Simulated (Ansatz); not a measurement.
# How SrLi2SnS4 absorbs and reflects light, part 2 of 2

Aim: the dielectric function of SrLi2SnS4, and the optical constants that follow from it.

Ansatz 0.2.0; DFT, LDA, plane-wave PAW, default files, scalar-relativistic, independent-particle optical response without local fields.

So far. Step 2 (Ground state and bands): There is a gap, 2.45 eV on the path, so no carriers' term is needed. The cell is left with a pressure of -1.5 GPa and forces up to 0.31 eV/Å, as it stands unrelaxed at this level.

## (3) Spectrum

With the density converged, the vertical transitions are summed over the zone.

This step: DFT, LDA, plane-wave PAW, default files, scalar-relativistic, independent-particle optical response without local fields (Ansatz 0.2.0).

Contents of input.yaml:

```yaml
crystal:
  lattice:
    - [-3.3295, 3.3295, 3.959]
    - [3.3295, -3.3295, 3.959]
    - [3.3295, 3.3295, -3.959]
  atoms:
    - { symbol: Sn, position: [0.0, 0.0, 0.0] }
    - { symbol: Sr, position: [0.5, 0.5, 0.0] }
    - { symbol: S, position: [0.37794, 0.96474, 0.0] }
    - { symbol: S, position: [0.62206, 0.62206, 0.5868] }
    - { symbol: S, position: [0.96474, 0.37794, 0.0] }
    - { symbol: S, position: [0.03526, 0.03526, 0.4132] }
    - { symbol: Li, position: [0.75, 0.25, 0.5] }
    - { symbol: Li, position: [0.25, 0.75, 0.5] }
kpoints:
  mp_grid: { grid: [5, 5, 5] }
scf:
  occupations: { method: fixed }
hamiltonian:
  xc: lda
  pseudopotentials: { kind: paw }
output:
  optics:
    e_range: [0, 14]
    de: 0.05
    sigma: 0.1
    nscf_kmesh: { grid: [6, 6, 6] }
    bands: { spectra_wanted_up_to: 14 }
```

The run is started by

```console
$ ansatz run input.yaml --threads 4 --pin off --max-ram 8192MiB --backend cpu --events-out ev --progress --plain --runs-dir out
```

Numbers of over 12 decimals in the logs are rounded to 6 here.

The program printed:

```text
[...]
Crystal: 8 atoms, lattice volume = 175.551 Å³
Basis set: ecut = 420 eV, 3445 PW (Γ)
Bands: 35, of which v1, the nominal top of the filled ones, is band 27 counted from 1 (26 counted from 0)
Symmetry: 8 space group operations
[...]
k-points: 18 of 125 (time reversal used)
[...]
SCF iter   1: F=—  HF=-13215.457355 eV  |F-HF|=—  |Δ(HF+E_count)|=         —  Δρ=6.30e-3  dr2=6.76e-2  ethr=1.77e-3  ⟨swp⟩=6.0  Hψ=2561  notcnv=0  defer=99
[...]
SCF iter  10: F=-13215.430570 eV  HF=-13215.430570 eV  |F-HF|=1.82e-12  |Δ(HF+E_count)|=    0.00e0  Δρ=2.25e-8  dr2=1.19e-12  ethr=1.00e-12  ⟨swp⟩=12.9  Hψ=3527  notcnv=0
SCF 1 converged in 10 iterations: F = -13215.430570 eV  dr2 = 1.19e-12
[...]
NSCF: frozen V_eff on 30 k-points
[...]
output.optics: what the bands over the 78 summed would add to eps1, eps2 and the energy-loss function is held between a lower and an upper bound (8 Lanczos steps). eps1, eps2 and their loss function (loss_summed_bands) are given on every row as the summed bands alone make them. Along an axis, on a row where the two bounds hold the loss function to about 1 % of the greater of itself and 0.5 % of |1/eps|, its cell (loss_completed) is given, with the completed eps1 and eps2 that it is formed of (a cell that is left empty reads nan in the table and null in the record). The two bounds hold it so along every axis on all 281 rows up to 14.000 eV. [rest of the remark cut]
SCF converged after 10 iterations
Free energy (F): -13215.430570 eV
[...]
Internal energy: -13215.430570 eV  (E = F + TS)
E sigma→0 (E₀):  -13215.430570 eV
Fermi energy:    4.767256 eV
[...]
--- Band table (eV; the first three rows and the last of 18) ---
  k-point 0: bands = [... 23 lower, 3.8117, 4.3576, 4.4389, 4.4389, 7.2972, 8.5510, 9.3039, 9.7031, ... 4 higher]
  k-point 1: bands = [... 23 lower, 4.0342, 4.0381, 4.2345, 4.2828, 7.6375, 8.4970, 8.8398, 9.6000, ... 4 higher]
  k-point 2: bands = [... 23 lower, 3.6396, 3.8184, 3.9087, 4.3216, 7.7576, 8.8432, 9.0609, 9.2624, ... 4 higher]
  k-point 17: bands = [... 23 lower, 3.4202, 4.2162, 4.3198, 4.6482, 7.4851, 8.8385, 8.8593, 9.2853, ... 4 higher]
```

The job ended after 2.3 min (4 threads of Intel Xeon at 2.50GHz (Skylake/Cascade Lake), shared host; peak memory 1.7 GiB).

This step gave:

```
electronic dielectric constant ε∞, mean over x, y and z (by symmetry where fewer were run)                                                          : 6.038
absorption onset, first axis (α over 10⁴ cm⁻¹, or the direct gap if that lies higher)                                                               : 2.843 eV
main peak of Im epsilon, first axis                                                                                                                 : 5.332 eV
photocurrent from vertical transitions in a film 500 nm thick on a perfect mirror (two passes), AM1.5G, no front reflection, all carriers collected : 3.063 mA/cm²
least direct gap on the mesh                                                                                                                        : 2.455 eV
bands summed                                                                                                                                        : 78
spectra valid up to                                                                                                                                 : 19.85 eV
program's estimate of the k-sum error in Im epsilon                                                                                                 : 0.04 %
electrons in the f-sum                                                                                                                              : 37.45
```

The Im ε by photon energy; read off at these points:

| photon energy (eV) | E ∥ x or y | E ∥ z |
| --- | --- | --- |
| 2.500 | 9.6e-4 | 2.8e-4 |
| 2.750 | 0.0392 | 0.00820 |
| 3.000 | 1.02 | 0.864 |
| 3.250 | 6.65 | 5.11 |
| 3.350 | 8.21 | 5.28 |
| 3.500 | 7.09 | 4.52 |
| 3.750 | 4.45 | 2.42 |
| 4.000 | 2.79 | 2.79 |
| 4.250 | 4.21 | 3.20 |
| 4.500 | 6.36 | 6.45 |
| 4.750 | 6.42 | 7.70 |
| 5.000 | 9.06 | 8.38 |
| 5.250 | 11.3 | 10.4 |
| 5.300 | 12.1 | 10.8 |
| 5.350 | 12.1 | 10.6 |
| 5.500 | 10.6 | 8.73 |
| 5.750 | 8.86 | 9.23 |
| 6.000 | 8.75 | 9.59 |
| 6.250 | 8.13 | 10.4 |
| 6.500 | 7.52 | 10.3 |
| 6.750 | 7.07 | 8.38 |
| 7.000 | 6.70 | 7.06 |
| 7.250 | 5.56 | 6.23 |
| 7.500 | 4.91 | 5.54 |
| 7.750 | 3.77 | 4.15 |
| 8.000 | 4.06 | 3.83 |
| 8.250 | 4.64 | 3.07 |
| 8.300 | 4.75 | 2.97 |
| 8.500 | 4.31 | 2.95 |
| 8.750 | 3.35 | 3.02 |
| 9.000 | 3.09 | 2.89 |
| 9.250 | 2.90 | 2.48 |
| 9.500 | 3.15 | 2.33 |
| 9.750 | 3.02 | 2.44 |
| 10.000 | 2.79 | 2.41 |
| 10.250 | 2.90 | 2.27 |
| 10.500 | 2.71 | 2.34 |
| 10.750 | 2.73 | 2.38 |
| 11.000 | 2.34 | 2.41 |
| 11.250 | 2.17 | 2.06 |
| 11.500 | 1.72 | 1.64 |
| 11.750 | 1.41 | 1.59 |
| 12.000 | 1.15 | 1.37 |
| 12.250 | 0.999 | 1.33 |
| 12.500 | 0.937 | 0.975 |
| 12.750 | 0.840 | 0.791 |
| 13.000 | 0.724 | 0.791 |
| 13.250 | 0.656 | 0.857 |
| 13.500 | 0.592 | 0.699 |
| 13.750 | 0.580 | 0.743 |
| 14.000 | 0.569 | 0.766 |

Re ε against photon energy:

| photon energy (eV) | E ∥ x or y | E ∥ z |
| --- | --- | --- |
| 0.0 | 6.12 | 5.87 |
| 0.5 | 6.17 | 5.91 |
| 1.0 | 6.32 | 6.05 |
| 1.5 | 6.62 | 6.30 |
| 2.0 | 7.13 | 6.74 |
| 2.5 | 8.14 | 7.57 |
| 3.0 | 11.3 | 10.3 |
| 3.5 | 6.67 | 6.76 |
| 4.0 | 6.81 | 7.74 |
| 4.5 | 8.98 | 11.1 |
| 5.0 | 7.53 | 7.35 |
| 5.5 | 2.44 | 3.40 |
| 6.0 | 1.44 | 3.43 |
| 6.5 | 0.153 | -0.00137 |
| 7.0 | -1.14 | -2.07 |
| 7.5 | -1.70 | -2.76 |
| 8.0 | -0.558 | -2.11 |
| 8.5 | -1.32 | -1.14 |
| 9.0 | -1.07 | -1.21 |
| 9.5 | -0.698 | -0.899 |
| 10.0 | -0.899 | -0.761 |
| 10.5 | -1.01 | -0.710 |
| 11.0 | -1.34 | -0.890 |
| 11.5 | -1.58 | -1.08 |
| 12.0 | -1.26 | -0.942 |
| 12.5 | -0.952 | -0.962 |
| 13.0 | -0.750 | -0.461 |
| 13.5 | -0.468 | -0.399 |
| 14.0 | -0.286 | -0.294 |

The refractive index n and extinction k by photon energy:

| photon energy (eV) | n, E ∥ x or y | k, E ∥ x or y | n, E ∥ z | k, E ∥ z |
| --- | --- | --- | --- | --- |
| 0.0 | 2.47 | 0 | 2.42 | 0 |
| 0.5 | 2.48 | 0 | 2.43 | 0 |
| 1.0 | 2.51 | 0 | 2.46 | 0 |
| 1.5 | 2.57 | 0 | 2.51 | 0 |
| 2.0 | 2.67 | 0 | 2.60 | 0 |
| 2.5 | 2.85 | 1.7e-4 | 2.75 | 5.1e-5 |
| 3.0 | 3.36 | 0.152 | 3.22 | 0.134 |
| 3.5 | 2.86 | 1.24 | 2.73 | 0.828 |
| 4.0 | 2.66 | 0.525 | 2.83 | 0.494 |
| 4.5 | 3.16 | 1.01 | 3.46 | 0.932 |
| 5.0 | 3.11 | 1.46 | 3.04 | 1.38 |
| 5.5 | 2.58 | 2.05 | 2.53 | 1.73 |
| 6.0 | 2.27 | 1.93 | 2.61 | 1.84 |
| 6.5 | 1.96 | 1.92 | 2.27 | 2.27 |
| 7.0 | 1.68 | 1.99 | 1.63 | 2.17 |
| 7.5 | 1.32 | 1.86 | 1.31 | 2.12 |
| 8.0 | 1.33 | 1.53 | 1.06 | 1.80 |
| 8.5 | 1.26 | 1.71 | 1.00 | 1.47 |
| 9.0 | 1.05 | 1.47 | 0.981 | 1.47 |
| 9.5 | 1.12 | 1.40 | 0.893 | 1.30 |
| 10.0 | 1.01 | 1.38 | 0.939 | 1.28 |
| 10.5 | 0.970 | 1.40 | 0.931 | 1.26 |
| 11.0 | 0.823 | 1.42 | 0.916 | 1.31 |
| 11.5 | 0.616 | 1.40 | 0.663 | 1.23 |
| 12.0 | 0.471 | 1.22 | 0.599 | 1.14 |
| 12.5 | 0.438 | 1.07 | 0.452 | 1.08 |
| 13.0 | 0.382 | 0.947 | 0.477 | 0.830 |
| 13.5 | 0.379 | 0.782 | 0.450 | 0.776 |
| 14.0 | 0.419 | 0.679 | 0.513 | 0.747 |

Values under 1 per cm are given as 1. The absorption coefficient by photon energy:

| photon energy (eV) | E ∥ x or y (1/cm) | E ∥ z (1/cm) |
| --- | --- | --- |
| 0.000 | 1 | 1 |
| 0.500 | 1 | 1 |
| 1.000 | 1 | 1 |
| 1.500 | 1 | 1 |
| 2.000 | 1 | 1 |
| 2.500 | 42.6 | 13.0 |
| 3.000 | 46255 | 40838 |
| 3.500 | 4.4e5 | 2.9e5 |
| 4.000 | 2.1e5 | 2.0e5 |
| 4.500 | 4.6e5 | 4.3e5 |
| 5.000 | 7.4e5 | 7.0e5 |
| 5.500 | 1.1e6 | 9.6e5 |
| 6.000 | 1.2e6 | 1.1e6 |
| 6.500 | 1.3e6 | 1.5e6 |
| 7.000 | 1.4e6 | 1.5e6 |
| 7.500 | 1.4e6 | 1.6e6 |
| 8.000 | 1.2e6 | 1.5e6 |
| 8.500 | 1.5e6 | 1.3e6 |
| 9.000 | 1.3e6 | 1.3e6 |
| 9.500 | 1.3e6 | 1.3e6 |
| 10.000 | 1.4e6 | 1.3e6 |
| 10.500 | 1.5e6 | 1.3e6 |
| 11.000 | 1.6e6 | 1.5e6 |
| 11.500 | 1.6e6 | 1.4e6 |
| 12.000 | 1.5e6 | 1.4e6 |
| 12.500 | 1.4e6 | 1.4e6 |
| 13.000 | 1.2e6 | 1.1e6 |
| 13.500 | 1.1e6 | 1.1e6 |
| 14.000 | 9.6e5 | 1.1e6 |

The reflectivity at normal incidence has structure finer than the step of the table below, so its rows give means over 0.5 eV, whole bins alone (the curve runs from 0 to 14 eV). Peaks (eV: height): E ∥ x or y 3.30: 35.0, 5.35: 40.4, 7.10: 40.3, 8.60: 38.9, 11.95: 48.4; E ∥ z 3.20: 30.6, 5.35: 37.7, 7.55: 47.2, 12.55: 44.9.

Reflectivity at normal incidence against photon energy; means over each step:

| photon energy (eV) | E ∥ x or y (%) | E ∥ z (%) |
| --- | --- | --- |
| 0.5 | 18.2 | 17.4 |
| 1.0 | 18.6 | 17.8 |
| 1.5 | 19.4 | 18.5 |
| 2.0 | 20.8 | 19.7 |
| 2.5 | 23.3 | 21.9 |
| 3.0 | 29.9 | 27.6 |
| 3.5 | 29.9 | 25.1 |
| 4.0 | 23.7 | 25.0 |
| 4.5 | 30.0 | 32.1 |
| 5.0 | 34.2 | 33.4 |
| 5.5 | 38.9 | 34.8 |
| 6.0 | 37.0 | 37.0 |
| 6.5 | 37.4 | 42.6 |
| 7.0 | 39.2 | 43.9 |
| 7.5 | 38.6 | 45.4 |
| 8.0 | 31.2 | 43.0 |
| 8.5 | 36.6 | 35.9 |
| 9.0 | 33.7 | 34.9 |
| 9.5 | 30.5 | 30.8 |
| 10.0 | 31.8 | 29.1 |
| 10.5 | 33.6 | 28.5 |
| 11.0 | 38.6 | 32.7 |
| 11.5 | 45.3 | 37.9 |
| 12.0 | 47.9 | 37.9 |
| 12.5 | 44.9 | 43.0 |
| 13.0 | 44.0 | 34.8 |
| 13.5 | 39.2 | 31.7 |

From ε follow the optical constants at some laser and lamp lines:

| wavelength (nm) | n xy | k xy | R (%) xy | 1/α xy | n z | k z | R (%) z | 1/α z |
| --- | --- | --- | --- | --- | --- | --- | --- | --- |
| 1550 | 2.50 | 0.000 | 18.4 | over 1 mm | 2.45 | 0.000 | 17.6 | over 1 mm |
| 800 | 2.58 | 0.000 | 19.5 | over 1 mm | 2.52 | 0.000 | 18.6 | over 1 mm |
| 633 | 2.66 | 0.000 | 20.6 | over 1 mm | 2.59 | 0.000 | 19.6 | over 1 mm |
| 532 | 2.78 | 0.000 | 22.1 | over 1 mm | 2.69 | 0.000 | 20.9 | over 1 mm |
| 365 | 3.13 | 1.266 | 32.9 | 23 nm | 2.88 | 0.867 | 27.1 | 34 nm |
| 308 | 2.71 | 0.499 | 22.7 | 49 nm | 2.85 | 0.474 | 24.2 | 52 nm |
| 193 | 1.99 | 1.924 | 37.0 | 8.0 nm | 2.36 | 2.186 | 41.3 | 7.0 nm |

Rows near the edge hang on the gap, which this functional as a rule makes too small, and phonon-assisted absorption is left out.

Through 1 µm of it, D65 light comes out yellow-green (x = 0.338, y = 0.375; 65 % transmitted). A larger true gap would move the edge to shorter wavelengths and change the colour.

At 1064 nm the birefringence n(z) − n(x) is -0.057: the crystal is uniaxial negative at this level.

The f-sum over the summed bands holds 37.4 of the cell's 54 electrons outside the frozen cores, 30 of which lie in bands more than 12 eV below the Fermi level, whose transitions come at higher energies. Up to 14 eV the strength has a mean oscillator energy of 6.4 eV, close to the main peak.

## (4) What came out

```json
{
  "gap on the path": "2.45 eV",
  "least direct gap on the path": "2.45 eV",
  "electronic dielectric constant ε∞, mean over x, y and z (by symmetry where fewer were run) (independent particles)": "6.04",
  "absorption onset, first axis (α over 10⁴ cm⁻¹, or the direct gap if that lies higher)": "2.84 eV",
  "main peak of Im epsilon, first axis": "5.33 eV",
  "photocurrent from vertical transitions in a film 500 nm thick on a perfect mirror (two passes), AM1.5G, no front reflection, all carriers collected": "3.06 mA/cm²"
}
```

What this shows: At this level (LDA, independent particles) SrLi2SnS4 has a mean ε∞ = 6.04 and n = 2.50 at 1550 nm (E ∥ x); absorption sets in near 2.8 eV, and Im ε peaks at 5.3 eV (E ∥ x). The gap on the path is direct, 2.45 eV. The absorption coefficient passes 10⁴ cm⁻¹ at 2.84 eV, inside the visible range. Distinct maxima of Im ε, read by a parabola through the highest points, lie at 3.35 eV (8.2), 5.33 eV (12) and 8.30 eV (4.7) for E ∥ x or y. The static values by axis are 6.12 (xy), 5.87 (z). The f-sum over the summed bands holds 37.4 of the cell's 54 electrons outside the frozen cores, 30 of which lie in bands more than 12 eV below the Fermi level, whose transitions come at higher energies. Up to 14 eV the strength has a mean oscillator energy of 6.4 eV, close to the main peak. Through 1 µm of it, D65 light comes out yellow-green (x = 0.338, y = 0.375; 65 % transmitted). A larger true gap would move the edge to shorter wavelengths and change the colour. At 1064 nm the birefringence n(z) − n(x) is -0.057: the crystal is uniaxial negative at this level. Excitons and phonon-assisted transitions are missing, and so are local fields; LDA gaps are as a rule too small, which pulls the onset down and ε∞ up. In the base run ε includes the program's bounded estimate of what the bands above those summed add. Spin-orbit coupling is left out although heavy atoms are present.

[Logs are printed without paths, hosts, clocks, repeated set-up lines and the standing remarks that a program may print on its own settings, such as how far it seeks lower states.]

[Hosts, paths, dates, database ids (printed as entryN), source tags and the programs' standing remarks are cut or masked in the printed files.]
